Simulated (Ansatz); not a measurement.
# Ba on Al(100): change of the work function, part 2 of 3

How does Ba on the hollow site change the work function of Al(100) as the layer fills?

Ansatz 0.2.0; plane-wave DFT, PBE, Ansatz PAW.

So far, work function, upper face (eV): step 2 (the clean slab) 4.29.

### 3. The covered slab, k-mesh 4×4×1, coverage 0.111 ML

System of this step: Ba/Al(100). The cell holds 37 atoms: 36 Al and 1 Ba. Its edges and angles: a = 8.591 Å, b = 8.591 Å, c = 26.892 Å, α = 90.0°, β = 90.0°, γ = 90.0°. Vacuum lies along c.

The clean slab as it ended is repeated in the plane and the adsorbate is set on one face; the cell's size fixes the coverage, and the k-mesh shrinks with it to keep the sampling density about even. Adsorbate and upper layers relax, since the dipole depends on the height.

The input, input.yaml:

```yaml
crystal:
  lattice:
    - [8.5913473914, 0.0, 0.0]
    - [0.0, 8.5913473914, 0.0]
    - [0.0, 0.0, 26.8924026051]
  atoms:
    - { symbol: Al, position: [0.1666666667, 0.1666666667, 0.3346670111] }
    - { symbol: Al, position: [0.0, 0.0, 0.4099670885] }
    - { symbol: Al, position: [0.1666666667, 0.1666666667, 0.4846845606] }
    - { symbol: Al, position: [0.0, 0.0, 0.5609721996] }
    - { symbol: Al, position: [0.1666666667, 0.5, 0.3346670111] }
    - { symbol: Al, position: [0.0, 0.3333333333, 0.4099670885] }
    - { symbol: Al, position: [0.1666666667, 0.5, 0.4846845606] }
    - { symbol: Al, position: [0.0, 0.3333333333, 0.5609721996] }
    - { symbol: Al, position: [0.1666666667, 0.8333333333, 0.3346670111] }
    - { symbol: Al, position: [0.0, 0.6666666667, 0.4099670885] }
    - { symbol: Al, position: [0.1666666667, 0.8333333333, 0.4846845606] }
    - { symbol: Al, position: [0.0, 0.6666666667, 0.5609721996] }
    - { symbol: Al, position: [0.5, 0.1666666667, 0.3346670111] }
    - { symbol: Al, position: [0.3333333333, 0.0, 0.4099670885] }
    - { symbol: Al, position: [0.5, 0.1666666667, 0.4846845606] }
    - { symbol: Al, position: [0.3333333333, 0.0, 0.5609721996] }
    - { symbol: Al, position: [0.5, 0.5, 0.3346670111] }
    - { symbol: Al, position: [0.3333333333, 0.3333333333, 0.4099670885] }
    - { symbol: Al, position: [0.5, 0.5, 0.4846845606] }
    - { symbol: Al, position: [0.3333333333, 0.3333333333, 0.5609721996] }
    - { symbol: Al, position: [0.5, 0.8333333333, 0.3346670111] }
    - { symbol: Al, position: [0.3333333333, 0.6666666667, 0.4099670885] }
    - { symbol: Al, position: [0.5, 0.8333333333, 0.4846845606] }
    - { symbol: Al, position: [0.3333333333, 0.6666666667, 0.5609721996] }
    - { symbol: Al, position: [0.8333333333, 0.1666666667, 0.3346670111] }
    - { symbol: Al, position: [0.6666666667, 0.0, 0.4099670885] }
    - { symbol: Al, position: [0.8333333333, 0.1666666667, 0.4846845606] }
    - { symbol: Al, position: [0.6666666667, 0.0, 0.5609721996] }
    - { symbol: Al, position: [0.8333333333, 0.5, 0.3346670111] }
    - { symbol: Al, position: [0.6666666667, 0.3333333333, 0.4099670885] }
    - { symbol: Al, position: [0.8333333333, 0.5, 0.4846845606] }
    - { symbol: Al, position: [0.6666666667, 0.3333333333, 0.5609721996] }
    - { symbol: Al, position: [0.8333333333, 0.8333333333, 0.3346670111] }
    - { symbol: Al, position: [0.6666666667, 0.6666666667, 0.4099670885] }
    - { symbol: Al, position: [0.8333333333, 0.8333333333, 0.4846845606] }
    - { symbol: Al, position: [0.6666666667, 0.6666666667, 0.5609721996] }
    - { symbol: Ba, position: [0.1666666667, 0.1666666667, 0.6653329889] }
kpoints:
  mp_grid: { grid: [4, 4, 1] }
hamiltonian:
  xc: pbe
scf:
  occupations: { method: fermi_dirac, width: 0.1 }
  convergence: { dr2_threshold: 1.0e-08 }
efield:
  axis: 3
  dipole_correction: true
  ramp_position: 0.97
  ramp_width: 0.06
relax:
  f_tol: 0.02
  max_steps: 60
  constraints:
    - { sites: [0, 1, 4, 5, 8, 9, 12, 13, 16, 17, 20, 21, 24, 25, 28, 29, 32, 33] }
output:
  write_potential: true
  write_density: true
  volumetric_format: npy
```

Launch:

```sh
$ ansatz run input.yaml --threads 2 --pin off --max-ram 4096MiB --backend cpu --events-out ev --progress --plain --runs-dir out
```

Log:

```text
[...]
Crystal: 37 atoms, lattice volume = 1984.962 Å³
Basis set: ecut = 420 eV, 38881 PW (Γ), exchange–correlation on 120×120×360 points (8 copies of the dense FFT grid, shifted against one another)
Bands: 96, of which v1, the nominal top of the filled ones, is band 59 counted from 1 (58 counted from 0)
Symmetry: 8 space group operations
[...]
k-points: 6 of 16
[...]
SCF iter   1: F=—  HF=-25291.923367 eV  |F-HF|=—  |Δ(HF+E_count)|=         —  Δρ=1.21e-3  dr2=6.61e-1  ethr=1.77e-3  p=0.879 e·Å  D=8.02e-2 V/Å  ΔV_dip=-2.16 eV  dr2_dipole=2.45e-1  V_vac-E_F(+/−)=1.99/4.14 eV  ⟨swp⟩=18.2  Hψ=5811  notcnv=0  defer=4
[...]
SCF iter   9: F=-25291.911632 eV  HF=-25291.911632 eV  |F-HF|=1.14e-9  |Δ(HF+E_count)|=   2.27e-8  Δρ=1.97e-7  dr2=1.76e-9  ethr=8.47e-12  p=1.031 e·Å  D=9.40e-2 V/Å  ΔV_dip=-2.53 eV  dr2_dipole=4.60e-12  V_vac-E_F(+/−)=1.78/4.31 eV  ⟨swp⟩=10.8  Hψ=3950  notcnv=0
SCF 1 converged in 9 iterations: F = -25291.911632 eV  dr2 = 1.76e-9
[...]
relax step   1: F+E_penalty+E_count = -25291.91163240 eV  Δ(F+E_penalty+E_count) = +0.000e0 eV  max|allowed force component| = 7.274e-1 eV/Å  Δτ_max = 0.0000 Å  (9 SCF iters, accepted)
[...]
SCF iter   1: F=—  HF=-25292.003977 eV  |F-HF|=—  |Δ(HF+E_count)|=         —  Δρ=1.33e-3  dr2=1.77e-1  ethr=1.29e-4  p=1.031 e·Å  D=9.40e-2 V/Å  ΔV_dip=-2.53 eV  dr2_dipole=4.28e-2  V_vac-E_F(+/−)=1.79/4.32 eV  ⟨swp⟩=1.5  Hψ=2596  notcnv=0  defer=1
[...]
eigensolver tolerance schedule calibrated: the retry pair's looser diagonalisation under-reported the residual by θ = 0.14 (0.10/decade); ethr = c·dr2/N_el runs at the constant in force after the calibration composes with the one it found (an armed cap, an earlier calibration), c = 9.9e-2
[...]
SCF iter   2: F=—  HF=-25291.996366 eV  |F-HF|=—  |Δ(HF+E_count)|=   7.61e-3  Δρ=4.25e-4  dr2=9.10e-3  ethr=1.29e-4  p=1.022 e·Å  D=9.31e-2 V/Å  ΔV_dip=-2.50 eV  dr2_dipole=1.30e-3  V_vac-E_F(+/−)=1.81/4.31 eV  ⟨swp⟩=2.5  Hψ=1145  notcnv=0  defer=1
[...]
SCF iter   8: F=-25291.997396 eV  HF=-25291.997396 eV  |F-HF|=1.87e-9  |Δ(HF+E_count)|=   3.61e-8  Δρ=2.52e-7  dr2=4.05e-9  ethr=8.43e-12  p=1.023 e·Å  D=9.33e-2 V/Å  ΔV_dip=-2.51 eV  dr2_dipole=1.36e-9  V_vac-E_F(+/−)=1.80/4.31 eV  ⟨swp⟩=10.7  Hψ=3855  notcnv=0
SCF 2 converged in 8 iterations: F = -25291.997396 eV  dr2 = 4.05e-9
relax step   2: F+E_penalty+E_count = -25291.99739638 eV  Δ(F+E_penalty+E_count) = -8.576e-2 eV  max|allowed force component| = 1.685e-1 eV/Å  Δτ_max = 0.1941 Å  (8 SCF iters, accepted)
SCF iter   1: F=—  HF=-25292.000537 eV  |F-HF|=—  |Δ(HF+E_count)|=         —  Δρ=3.43e-4  dr2=6.92e-3  ethr=7.81e-5  p=1.023 e·Å  D=9.33e-2 V/Å  ΔV_dip=-2.51 eV  dr2_dipole=7.16e-4  V_vac-E_F(+/−)=1.81/4.32 eV  ⟨swp⟩=4.0  Hψ=1745  notcnv=0  defer=1
[...]
SCF iter   7: F=-25292.001325 eV  HF=-25292.001325 eV  |F-HF|=8.64e-9  |Δ(HF+E_count)|=   8.39e-8  Δρ=3.49e-7  dr2=4.05e-9  ethr=8.47e-12  p=1.012 e·Å  D=9.22e-2 V/Å  ΔV_dip=-2.48 eV  dr2_dipole=6.72e-12  V_vac-E_F(+/−)=1.83/4.31 eV  ⟨swp⟩=10.7  Hψ=3885  notcnv=0
SCF 3 converged in 7 iterations: F = -25292.001325 eV  dr2 = 4.05e-9
relax step   3: F+E_penalty+E_count = -25292.00132480 eV  Δ(F+E_penalty+E_count) = -3.928e-3 eV  max|allowed force component| = 4.201e-2 eV/Å  Δτ_max = 0.0452 Å  (7 SCF iters, accepted)
SCF iter   1: F=—  HF=-25291.999732 eV  |F-HF|=—  |Δ(HF+E_count)|=         —  Δρ=6.65e-5  dr2=5.92e-4  ethr=1.77e-6  p=1.012 e·Å  D=9.22e-2 V/Å  ΔV_dip=-2.48 eV  dr2_dipole=1.68e-4  V_vac-E_F(+/−)=1.83/4.31 eV  ⟨swp⟩=2.8  Hψ=1285  notcnv=0  defer=2
[...]
SCF iter   6: F=-25292.001518 eV  HF=-25292.001518 eV  |F-HF|=6.08e-10  |Δ(HF+E_count)|=   3.76e-8  Δρ=1.33e-7  dr2=7.17e-10  ethr=8.47e-12  p=1.014 e·Å  D=9.24e-2 V/Å  ΔV_dip=-2.49 eV  dr2_dipole=4.43e-11  V_vac-E_F(+/−)=1.83/4.31 eV  ⟨swp⟩=10.0  Hψ=3774  notcnv=0
SCF 4 converged in 6 iterations: F = -25292.001518 eV  dr2 = 7.17e-10
relax step   4: F+E_penalty+E_count = -25292.00151754 eV  Δ(F+E_penalty+E_count) = -1.927e-4 eV  max|allowed force component| = 1.144e-3 eV/Å  Δτ_max = 0.0084 Å  (6 SCF iters, accepted)
NSCF: frozen V_eff on 6 k-points
the band table was solved once a step of the walk had ended and its energy, with any forces and stress, was formed, with the checks that follow a solve (3518 applications of the Hamiltonian). They found nothing against the state; the energy, forces and stress were not computed again (output.eigenvalues in the input reference)
[...]
SCF converged after 6 iterations
Free energy (F): -25292.001518 eV
[...]
Internal energy: -25291.412481 eV  (E = F + TS)
E sigma→0 (E₀):  -25291.706999 eV
Entropy (-TS):   -0.589036 eV (-15.920 meV/atom)
Fermi energy:    0.527629 eV
Dipole field:    D = 0.092452 V/Å  (p = 1.014162 e·Å, saw-weighted, corrected)
Work function:   Φ+ = 1.8252 eV   Φ− = 4.3114 eV
[...]
--- Forces (eV/Å), atoms counted from 1 ---
  atom   1  Al    -0.00000000     0.00000000    -0.04943597
  atom   2  Al    -0.03079051    -0.03079051     0.07933023
  atom   3  Al     0.00000000     0.00000000     0.00076170
  atom   4  Al    -0.00000427    -0.00000427    -0.00019927
  atom   5  Al     0.00000000     0.02205849    -0.06767592
  atom   6  Al    -0.03079051     0.03079051     0.07933023
  atom   7  Al     0.00000000    -0.00021826    -0.00039972
  atom   8  Al    -0.00000427     0.00000427    -0.00019927
  atom   9  Al     0.00000000    -0.02205849    -0.06767592
  atom  10  Al    -0.01564772     0.00000000     0.07177821
  atom  11  Al     0.00000000     0.00021826    -0.00039972
  atom  12  Al     0.00091173     0.00000000     0.00011897
  atom  13  Al     0.02205849     0.00000000    -0.06767592
  atom  14  Al     0.03079051    -0.03079051     0.07933023
  atom  15  Al    -0.00021826     0.00000000    -0.00039972
  atom  16  Al     0.00000427    -0.00000427    -0.00019927
  atom  17  Al    -0.00207134    -0.00207134    -0.07777589
  atom  18  Al     0.03079051     0.03079051     0.07933023
  atom  19  Al     0.00017419     0.00017419     0.00075920
  atom  20  Al     0.00000427     0.00000427    -0.00019927
  atom  21  Al    -0.00207134     0.00207134    -0.07777589
  atom  22  Al     0.01564772     0.00000000     0.07177821
  atom  23  Al     0.00017419    -0.00017419     0.00075920
  atom  24  Al    -0.00091173     0.00000000     0.00011897
  atom  25  Al    -0.02205849     0.00000000    -0.06767592
  atom  26  Al     0.00000000    -0.01564772     0.07177821
  atom  27  Al     0.00021826     0.00000000    -0.00039972
  atom  28  Al     0.00000000     0.00091173     0.00011897
  atom  29  Al     0.00207134    -0.00207134    -0.07777589
  atom  30  Al     0.00000000     0.01564772     0.07177821
  atom  31  Al    -0.00017419     0.00017419     0.00075920
  atom  32  Al     0.00000000    -0.00091173     0.00011897
  atom  33  Al     0.00207134     0.00207134    -0.07777589
  atom  34  Al    -0.00000000     0.00000000     0.02636854
  atom  35  Al    -0.00017419    -0.00017419     0.00075920
  atom  36  Al     0.00000000     0.00000000    -0.00029771
  atom  37  Ba    -0.00000000     0.00000000    -0.00114367
  max |Σ_I F_I| component: 3.87e-6 eV/Å
--- Band table (eV; the first three rows and the last of 6) ---
  k-point 0: bands = [... 55 lower, 0.2524, 0.2653, 0.2891, 0.2974, 0.3030, 0.3030, 0.4058, 0.4402, ... 33 higher]
  k-point 1: bands = [... 55 lower, -0.0224, 0.3272, 0.3998, 0.6607, 0.7002, 0.9248, 0.9255, 1.0043, ... 33 higher]
  k-point 2: bands = [... 55 lower, -0.3885, 0.3314, 0.4571, 0.6020, 0.6772, 0.7067, 0.7834, 1.1678, ... 33 higher]
  k-point 5: bands = [... 55 lower, 0.6032, 0.6777, 0.7563, 0.8437, 0.8450, 0.8777, 0.9760, 0.9827, ... 33 higher]
--- Relaxed structure (4 steps of the walk, 4 accepted, 0 SCFs on fresh bases) ---
  F+E_penalty+E_count = -25292.00151754 eV   max|allowed force component| = 1.144e-3 eV/Å
  atoms:
    - { symbol: Al, position: [0.166667, 0.166667, 0.334667] }
    - { symbol: Al, position: [1.666666e-11, 1.666666e-11, 0.4099670885] }
    - { symbol: Al, position: [0.166667, 0.166667, 0.485040] }
    - { symbol: Al, position: [-0.00270374, -0.00270374, 0.559378] }
    - { symbol: Al, position: [0.166667, 0.500000, 0.334667] }
    - { symbol: Al, position: [1.666666e-11, 0.333333, 0.4099670885] }
    - { symbol: Al, position: [0.166667, 0.500690, 0.484844] }
    - { symbol: Al, position: [-0.00270374, 0.336037, 0.559378] }
    - { symbol: Al, position: [0.166667, 0.833333, 0.334667] }
    - { symbol: Al, position: [1.666666e-11, 0.666667, 0.4099670885] }
    - { symbol: Al, position: [0.166667, 0.832644, 0.484844] }
    - { symbol: Al, position: [0.000386303, 0.666667, 0.561875] }
    - { symbol: Al, position: [0.500000, 0.166667, 0.334667] }
    - { symbol: Al, position: [0.333333, 1.666666e-11, 0.4099670885] }
    - { symbol: Al, position: [0.500690, 0.166667, 0.484844] }
    - { symbol: Al, position: [0.336037, -0.00270374, 0.559378] }
    - { symbol: Al, position: [0.500000, 0.500000, 0.334667] }
    - { symbol: Al, position: [0.333333, 0.333333, 0.4099670885] }
    - { symbol: Al, position: [0.500713, 0.500713, 0.485054] }
    - { symbol: Al, position: [0.336037, 0.336037, 0.559378] }
    - { symbol: Al, position: [0.500000, 0.833333, 0.334667] }
    - { symbol: Al, position: [0.333333, 0.666667, 0.4099670885] }
    - { symbol: Al, position: [0.500713, 0.832621, 0.485054] }
    - { symbol: Al, position: [0.332947, 0.666667, 0.561875] }
    - { symbol: Al, position: [0.833333, 0.166667, 0.334667] }
    - { symbol: Al, position: [0.666667, 1.666666e-11, 0.4099670885] }
    - { symbol: Al, position: [0.832644, 0.166667, 0.484844] }
    - { symbol: Al, position: [0.666667, 0.000386303, 0.561875] }
    - { symbol: Al, position: [0.833333, 0.500000, 0.334667] }
    - { symbol: Al, position: [0.666667, 0.333333, 0.4099670885] }
    - { symbol: Al, position: [0.832621, 0.500713, 0.485054] }
    - { symbol: Al, position: [0.666667, 0.332947, 0.561875] }
    - { symbol: Al, position: [0.833333, 0.833333, 0.334667] }
    - { symbol: Al, position: [0.666667, 0.666667, 0.4099670885] }
    - { symbol: Al, position: [0.832621, 0.832621, 0.485054] }
    - { symbol: Al, position: [0.666667, 0.666667, 0.561758] }
    - { symbol: Ba, position: [0.166667, 0.166667, 0.656750] }
```

It took 4.3 min on 2 threads of Intel Xeon Platinum 8259CL at 2.50GHz (Skylake/Cascade Lake), shared host; peak memory 2.7 GiB.

Relaxation path:

| step | energy less that of the first step (eV) | largest force component (eV/Å) |
| --- | --- | --- |
| 1 | 0.0000 | 0.7274 |
| 2 | -0.0858 | 0.1685 |
| 3 | -0.0897 | 0.0420 |
| 4 | -0.0899 | 0.0011 |

Forces are held to the 8 operations that the program found; a distortion that breaks them can't arise in this run.

The atoms that moved most (Å):

| atom | dx | dy | dz | length |
| --- | --- | --- | --- | --- |
| Ba37 | 0.000 | 0.000 | -0.231 | 0.231 |
| Al4 | -0.023 | -0.023 | -0.043 | 0.054 |
| Al16 | 0.023 | -0.023 | -0.043 | 0.054 |
| Al8 | -0.023 | 0.023 | -0.043 | 0.054 |
| Al20 | 0.023 | 0.023 | -0.043 | 0.054 |
| Al24 | -0.003 | 0.000 | 0.024 | 0.025 |
| Al32 | 0.000 | -0.003 | 0.024 | 0.025 |
| Al28 | 0.000 | 0.003 | 0.024 | 0.025 |

The relaxed structure:

```
Al Ba
1.0
     8.59135    0.00000    0.00000
     0.00000    8.59135    0.00000
     0.00000    0.00000   26.89240
Al Ba
36 1
Direct
  0.16667 0.16667 0.33467
  0.00000 0.00000 0.40997
  0.16667 0.16667 0.48504
  0.99730 0.99730 0.55938
  0.16667 0.50000 0.33467
  0.00000 0.33333 0.40997
  0.16667 0.50069 0.48484
  0.99730 0.33604 0.55938
  0.16667 0.83333 0.33467
  0.00000 0.66667 0.40997
  0.16667 0.83264 0.48484
  0.00039 0.66667 0.56188
  0.50000 0.16667 0.33467
  0.33333 0.00000 0.40997
  0.50069 0.16667 0.48484
  0.33604 0.99730 0.55938
  0.50000 0.50000 0.33467
  0.33333 0.33333 0.40997
  0.50071 0.50071 0.48505
  0.33604 0.33604 0.55938
  0.50000 0.83333 0.33467
  0.33333 0.66667 0.40997
  0.50071 0.83262 0.48505
  0.33295 0.66667 0.56188
  0.83333 0.16667 0.33467
  0.66667 0.00000 0.40997
  0.83264 0.16667 0.48484
  0.66667 0.00039 0.56188
  0.83333 0.50000 0.33467
  0.66667 0.33333 0.40997
  0.83262 0.50071 0.48505
  0.66667 0.33295 0.56188
  0.83333 0.83333 0.33467
  0.66667 0.66667 0.40997
  0.83262 0.83262 0.48505
  0.66667 0.66667 0.56176
  0.16667 0.16667 0.65675
```

Read from the output:

| Quantity | Value |
| --- | --- |
| energy at zero smearing | -25291.7070 eV |
| work function, upper face | 1.825 eV |
| work function, lower face | 4.311 eV |
| dipole along the normal | 1.014 e·Å |
| step between the vacuum levels | -2.486 eV |

Running mean over 2.025 Å of the planar mean; the ramp of the sawtooth is left out. Table of electron's electrostatic potential energy less the Fermi level by z:

| z (Å) | electron's electrostatic potential energy less the Fermi level (eV) |
| --- | --- |
| 4 | 4.31 |
| 5 | 4.31 |
| 6 | 4.25 |
| 7 | 3.52 |
| 8 | -0.500 |
| 9 | -4.16 |
| 10 | -4.54 |
| 11 | -4.56 |
| 12 | -4.57 |
| 13 | -4.55 |
| 14 | -4.50 |
| 15 | -4.24 |
| 16 | -1.38 |
| 17 | 1.05 |
| 18 | 0.726 |
| 19 | 1.28 |
| 20 | 1.74 |
| 21 | 1.81 |
| 22 | 1.82 |
| 23 | 1.82 |

The relaxation took 4 steps and lowered the energy by 0.090 eV; the largest force on the free atoms ends at 0.0011 eV/Å.

The covered face has 1.83 eV, -2.47 eV against the clean one; the bare back face has moved by +0.01 eV, a measure of how thin the slab is.

[end of part 2 of 3]

[Long decimals in the printed logs are rounded to 6 places.]

[Logs are printed without paths, hosts, clocks, repeated set-up lines and the standing remarks that a program may print on its own settings, such as how far it seeks lower states.]

[Hosts, paths, dates, database ids (printed as entryN), source tags and the programs' standing remarks are cut or masked in the printed files.]

[Maps of the electrostatic potential energy from Ansatz leave out the sawtooth potential of an applied field or a dipole correction, so their vacuum need not be flat; planar profiles and work functions include it.]
